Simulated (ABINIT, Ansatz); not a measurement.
# RbTaS3 (Pm-3m): zone-centre phonons

Aim: the zone-centre modes of RbTaS3 (Pm-3m).

Program: ABINIT 10.8.3. Level of theory: DFT PBE, scalar-relativistic, plane waves, SPMS norm-conserving pseudopotentials. Results are calculated unless marked as measured.

Report form: the programs' logs are mostly left out.

The structure was built from a prototype and need not be the compound's stable phase.

## (1) Starting point

Symmetry: Pm-3m, No. 221, cubic system. The conventional cell has a = 4.886 Å, b = 4.886 Å, c = 4.886 Å, α = 90.00°, β = 90.00°, γ = 90.00°. Nearest to Rb lie 12 S at 3.45 Å. Ta has 6 S at 2.44 Å nearest. Nearest to S lie 2 Ta at 2.44 Å and 4 Rb at 3.45 Å. Farther neighbours and most contacts between anions are not listed.

Structure file:

```cif
data_structure
_symmetry_space_group_name_H-M 'P 1'
_symmetry_Int_Tables_number 1
_cell_length_a 4.8858
_cell_length_b 4.8858
_cell_length_c 4.8858
_cell_angle_alpha 90.000
_cell_angle_beta 90.000
_cell_angle_gamma 90.000
_cell_volume 116.63
loop_
_atom_site_label
_atom_site_type_symbol
_atom_site_fract_x
_atom_site_fract_y
_atom_site_fract_z
_atom_site_occupancy
Rb1 Rb 0.00000 0.00000 0.00000 1
Ta2 Ta 0.50000 0.50000 0.50000 1
S3 S 0.50000 0.50000 0.00000 1
S4 S 0.50000 0.00000 0.50000 1
S5 S 0.00000 0.50000 0.50000 1
```

## (2) Relaxation

The harmonic expansion needs vanishing forces, and a free crystal bears no stress, so cell and atoms are brought to rest. Stress is more sensitive to the basis than forces are: the last 3 Ha under the cutoff are smoothed with ecutsm, and the cutoff is raised above that of the later runs.

The starting cell comes from a relaxation made beforehand in Ansatz (PBE, PseudoDojo NC).

Contents of relax.abi:

```
# relaxation
ionmov 2
optcell 2
dilatmx 1.08
ntime 40
tolmxf 1.0d-05
tolvrs 1.0d-14
prtwf 0
prtden 0
chksymtnons 0

# basis, mesh and filling
ecut 38.0
ecutsm 3.0
ngkpt 6 6 6
nshiftk 1
shiftk 0.0 0.0 0.0
istwfk *1
occopt 7
tsmear 0.01
nband 29
nstep 100
diemac 1000000.0
prtebands 0
prtgsr 0
useylm 1

# cell and atoms
acell 9.232826191 9.232826191 9.232826191
rprim 
    1.0 0.0 0.0
    0.0 1.0 0.0
    0.0 0.0 1.0
ntypat 3
znucl 37 73 16
natom 5
typat 1 2 3 3 3
xred 
    0.0 0.0 0.0
    0.5 0.5 0.5
    0.5 0.5 0.0
    0.5 0.0 0.5
    0.0 0.5 0.5
pp_dirpath "./pseudo"
pseudos "Rb.psp8, Ta.psp8, S.psp8"
```

On the command line:

```bash
$ OMP_NUM_THREADS=1 mpirun -n 4 abinit relax.abi > relax.log
```

Run time: 7.6 min. Hardware: 4 MPI ranks of Intel Xeon at 2.70GHz, shared host; 30 min of CPU time.

Little changed from the start: no atom moved by 0.005 Å and no cell edge by 0.1 %.

Numbers from this step:

| Property | Result |
| --- | --- |
| volume per atom | 23.35 Å³ |
| pressure | 7.90e-5 GPa |
| gap on the k-mesh | 0 eV |

## (3) Self-consistent run for the response

First-order wavefunctions inherit every error of the ground state, hence the very tight tolvrs. Occupations are smeared.

Contents of gs.abi:

```
# ground state
tolvrs 1.0d-16
prtden 1
prtwf 1

# basis, mesh and filling
ecut 30.0
ngkpt 6 6 6
nshiftk 1
shiftk 0.0 0.0 0.0
istwfk *1
occopt 7
tsmear 0.01
nband 29
nstep 100
diemac 1000000.0
prtebands 0
prtgsr 0
useylm 1

# cell and atoms
acell 9.235817329 9.235817329 9.235817329
rprim 
    1.0 0.0 0.0
    0.0 1.0 0.0
    0.0 0.0 1.0
ntypat 3
znucl 37 73 16
natom 5
typat 1 2 3 3 3
xred 
    0.0 0.0 0.0
    0.5 0.5 0.5
    0.5 0.5 0.0
    0.5 0.0 0.5
    0.0 0.5 0.5
pp_dirpath "./pseudo"
pseudos "Rb.psp8, Ta.psp8, S.psp8"
```

On the command line:

```bash
$ OMP_NUM_THREADS=1 mpirun -n 4 abinit gs.abi > gs.log
```

It took 84 s on 4 MPI ranks; 5.6 min of CPU time.

This step gave:

```yaml
pressure: -5.90e-4 GPa
```

The cell stands at -5.9e-4 GPa, close enough for phonons.

## (4) Linear response at Γ

At q = 0 one unit cell holds all displacements. The response is solved for single atoms along the cell's directions, and symmetry skips those that follow from others. The crystal is treated as a metal, which screens a static field, so no field response is asked.

Contents of dfpt_gamma.abi:

```

# common to the responses
getwfk_filepath "gso_WFK"
kptopt 2
nqpt 1
qpt 0.0 0.0 0.0
asr 0
chneut 0

# displacements
rfphon 1
rfatpol 1 5
rfdir 1 1 1
tolvrs 1.0d-10
prtwf 0

# basis, mesh and filling
ecut 30.0
ngkpt 6 6 6
nshiftk 1
shiftk 0.0 0.0 0.0
istwfk *1
occopt 7
tsmear 0.01
nband 29
nstep 100
diemac 1000000.0
prtebands 0
prtgsr 0
useylm 1

# cell and atoms
acell 9.235817329 9.235817329 9.235817329
rprim 
    1.0 0.0 0.0
    0.0 1.0 0.0
    0.0 0.0 1.0
ntypat 3
znucl 37 73 16
natom 5
typat 1 2 3 3 3
xred 
    0.0 0.0 0.0
    0.5 0.5 0.5
    0.5 0.5 0.0
    0.5 0.0 0.5
    0.0 0.5 0.5
pp_dirpath "./pseudo"
pseudos "Rb.psp8, Ta.psp8, S.psp8"
```

On the command line:

```bash
$ OMP_NUM_THREADS=1 mpirun -n 4 abinit dfpt_gamma.abi > dfpt_gamma.log
```

The job ended after 13 min (4 MPI ranks).

Read from the output:

```yaml
largest_acoustic_frequency_at_the_zone_centre_before_the_sum_rule: 1.53 cm⁻¹
highest_optical_zone_centre_mode_no_lo_to_term: 303.3 cm⁻¹
lowest_optical_zone_centre_mode: 58.69 cm⁻¹
```

The acoustic modes at Γ come out as far as 1.5 cm⁻¹ from zero, where they should vanish, a small numerical error.

## (5) Zone-centre analysis

anaddb reads the merged derivatives and imposes the acoustic sum rule.

Contents of anaddb.abi:

```
ddb_filepath "gamma_DDB"
output_file "anaddb.abo"
outdata_prefix "anaddb"
asr 1
chneut 1
enunit 2
eivec 1
nph1l 1
qph1l 0.0 0.0 0.0 1.0
```

Contents of mrgddb.in:

```
gamma_DDB
merged
2
dfpt_gammao_DDB
gso_DDB
```

On the command line:

```bash
$ mrgddb < mrgddb.in > mrgddb.log
$ OMP_NUM_THREADS=1 anaddb anaddb.abi > anaddb.log
```

The job ended after 0.8 s (1 thread).

This step gave:

```yaml
lowest_optical_zone_centre_mode: 58.66 cm⁻¹
```

No LO-TO term; unit eigenvectors of the mass-weighted matrix, from anaddb's displacements. The modes at Γ (shares of kinetic energy by element, %):

```
mode  frequency (cm⁻¹)  symmetry  Rb %  Ta %  S %
   1               0.0  acoustic    24    50   27
   2               0.0  acoustic    24    50   27
   3               0.0  acoustic    24    50   27
   4              58.7       T1u    39    47   13
   5              58.7       T1u    39    47   13
   6              58.7       T1u    39    47   13
   7             111.1       T1u    37     2   61
   8             111.1       T1u    37     2   61
   9             111.1       T1u    37     2   61
  10             151.6       T2u     0     0  100
  11             151.6       T2u     0     0  100
  12             151.6       T2u     0     0  100
  13             303.3       T1u     0     1   99
  14             303.3       T1u     0     1   99
  15             303.3       T1u     0     1   99
```

Displacements in mode 4 (58.7 cm⁻¹), the largest set to 1:
```
Rb1  0.00  0.00 -1.00
Ta2  0.00  0.00  0.76
S3   0.00  0.00 -0.33
S4   0.00  0.00 -0.64
S5   0.00  0.00 -0.64
```

Displacements in mode 7 (111.1 cm⁻¹), the largest set to 1:
```
Rb1  0.00  0.00 -0.79
Ta2  0.00  0.00 -0.13
S3   0.00  0.00  0.84
S4   0.00  0.00  1.00
S5   0.00  0.00  1.00
```

The rule moves no optical mode by more than 0.1 cm⁻¹.

## (6) Sum rules set otherwise (asr 0)

Without the rule the raw error of the acoustic modes shows.

Changes to anaddb.abi since step 5:

```diff
@@ -3,4 +3,4 @@
 outdata_prefix "anaddb"
-asr 1
-chneut 1
+asr 0
+chneut 0
 enunit 2
```

mrgddb.in is that of step 5.

Elapsed: 0.76 s, on 1 thread.

This step gave:

```
lowest optical zone-centre mode : 58.69 cm⁻¹
```

Zone-centre frequencies as printed; negative means imaginary. Modes:

```
mode  frequency (cm⁻¹)
   1              1.53
   2              1.53
   3              1.53
   4             58.69
   5             58.69
   6             58.69
   7             111.1
   8             111.1
   9             111.1
  10             151.6
  11             151.6
  12             151.6
  13             303.3
  14             303.3
  15             303.3
```

## (7) A second program

The same cell goes through another code, with its own cutoff. The potentials differ.

This step: DFT PBE, scalar-relativistic, plane waves, PseudoDojo norm-conserving pseudopotentials (Ansatz 0.2.0).

Contents of input.yaml:

```yaml
crystal:
  lattice:
    - [4.8873840546, 0.0, 0.0]
    - [0.0, 4.8873840546, 0.0]
    - [0.0, 0.0, 4.8873840546]
  atoms:
    - { symbol: Rb, position: [0.0, 0.0, 0.0] }
    - { symbol: Ta, position: [0.5, 0.5, 0.5] }
    - { symbol: S, position: [0.5, 0.5, 0.0] }
    - { symbol: S, position: [0.5, 0.0, 0.5] }
    - { symbol: S, position: [0.0, 0.5, 0.5] }
kpoints:
  mp_grid: { grid: [6, 6, 6] }
hamiltonian:
  xc: pbe
  pseudopotentials: { kind: nc, accuracy: standard }
scf:
  occupations: { method: gaussian, width: 0.27211 }
output:
  eigenvalues: true
phonons:
  method: dfpt
```

On the command line:

```bash
$ ansatz run input.yaml --threads 4 --pin off --max-ram 8192MiB --backend cpu --events-out ev --progress --plain --runs-dir out
```

It took 72 s on 4 threads; peak memory 1.9 GiB; 4.3 min of CPU time.

Numbers from this step:

| Property | Result |
| --- | --- |
| sum-rule residual before enforcement | 5.47e-5 eV/Å² |
| highest optical zone-centre mode (no LO-TO term) | 303.4 cm⁻¹ |
| lowest optical zone-centre mode | 58.8 cm⁻¹ |

## (8) Side by side: ABINIT SPMS and Ansatz, PseudoDojo

Worked out from the results:

```
root-mean-square difference : 0.13 cm⁻¹
largest difference          : 0.16 cm⁻¹
```

The 12 of 12 modes that differ most. Frequencies side by side:

```
q (reciprocal lattice)  mode  ABINIT SPMS (cm⁻¹)  Ansatz, PseudoDojo (cm⁻¹)
                 0 0 0     4               58.66                       58.8
                 0 0 0     5               58.66                       58.8
                 0 0 0     6               58.66                       58.8
                 0 0 0     7               111.1                        111
                 0 0 0     8               111.1                        111
                 0 0 0     9               111.1                        111
                 0 0 0    10               151.6                      151.5
                 0 0 0    11               151.6                      151.5
                 0 0 0    12               151.6                      151.5
                 0 0 0    13               303.3                      303.4
                 0 0 0    14               303.3                      303.4
                 0 0 0    15               303.3                      303.4
```

At the zone centre the largest difference (acoustic modes at Γ apart) is 0.05 % of the highest mode.

## (9) What came out

| Quantity | Value |
| --- | --- |
| space group after relaxation | Pm-3m |
| volume per atom | 23.3 Å³ |
| highest optical zone-centre mode (no LO-TO term) | 303.3 cm⁻¹ |
| lowest optical zone-centre mode | 58.7 cm⁻¹ |
| imaginary optical modes at the zone centre (no q mesh in this session) | none |
| largest difference from Ansatz, PseudoDojo | 0.16 cm⁻¹ |

At the PBE level the optical modes of RbTaS3 (Pm-3m) at the zone centre run from 59 to 303 cm⁻¹. ABINIT SPMS and Ansatz, PseudoDojo agree to 0.16 cm⁻¹ (0.05 % of the highest mode compared) on all solved modes but the acoustic ones at Γ, without the LO-TO term. These are harmonic frequencies at zero temperature: anharmonic shifts and linewidths and thermal expansion are left out. Spin-orbit coupling is left out, which can matter for the heavy elements here. In a metal the frequencies hang on the k mesh and the smearing, most of all near Kohn anomalies. The structure is a hypothetical one, built on a prototype.

[Host names and launcher messages were left out of these logs when they were recorded.]

[Logs are printed without paths, hosts, clocks, repeated set-up lines and the standing remarks that a program may print on its own settings, such as how far it seeks lower states.]

[Hosts, paths, dates, database ids (printed as entryN), source tags and the programs' standing remarks are cut or masked in the printed files.]
